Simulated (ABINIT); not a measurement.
An input for ABINIT 10.8.3 (Ba2H3I (P-3m1)):

```
acell 3*1.0 Angstrom
rprim 
  4.536403231722 0.000000000020 0.000000000000
  -2.268201615878 3.928640440471 0.000000000000
  0.000000000000 0.000000000000 8.119554120000
ntypat 3
znucl 56 1 53
natom 6
typat 1 1 2 2 2 3
xred 
  0.666666666667 0.333333333333 0.684719380000
  0.333333333333 0.666666666667 0.315280620000
  0.666666666667 0.333333333333 0.356100520000
  0.333333333333 0.666666666667 0.643899480000
  0.000000000000 0.000000000000 0.500000000000
  0.000000000000 0.000000000000 0.000000000000
pp_dirpath "pseudos"
pseudos "Ba.upf, H.upf, I.upf"
ecut 32
ngkpt 3 3 1
nshiftk 1
shiftk 0 0 0
kptopt 1
chksymbreak 0
iscf -2
irdden 1
istwfk *1
nband 93
nbdbuf 8
tolwfr 1e-09
nstep 60
prtvol 0
indata_prefix "in"
outdata_prefix "out"
tmpdata_prefix "tmp"
```

```sh
OMP_NUM_THREADS=1 mpirun -n 4 abinit run.abi > log
```

How long will it take on 4 MPI ranks of Arm Neoverse N1, shared host, and how much memory?

It took 85 s; on shared hardware allow 43 s to 2.8 min. Peak host memory was 0.36 GiB.

[Paths, hosts, dates, memory and timing lines, banners, echoed tables and standing remarks are left out of the program output.]

[Logs are printed without paths, hosts, clocks, repeated set-up lines and the standing remarks that a program may print on its own settings, such as how far it seeks lower states.]

[Runs of the session that timed out or met a known fault of the program may be left out.]

[Hosts, paths, dates, database ids (printed as entryN), source tags and the programs' standing remarks are cut or masked in the printed files.]

[G0W0 gaps are taken among the corrected bands and points alone; a level outside them can change the order at an edge.]

[Where Ansatz stands beside ABINIT at settings called matched, ABINIT's density can come from a denser mesh and the files from another edition; pairs whose starting gaps differed by over 0.03 eV were left out, so agreement reads better than it is.]
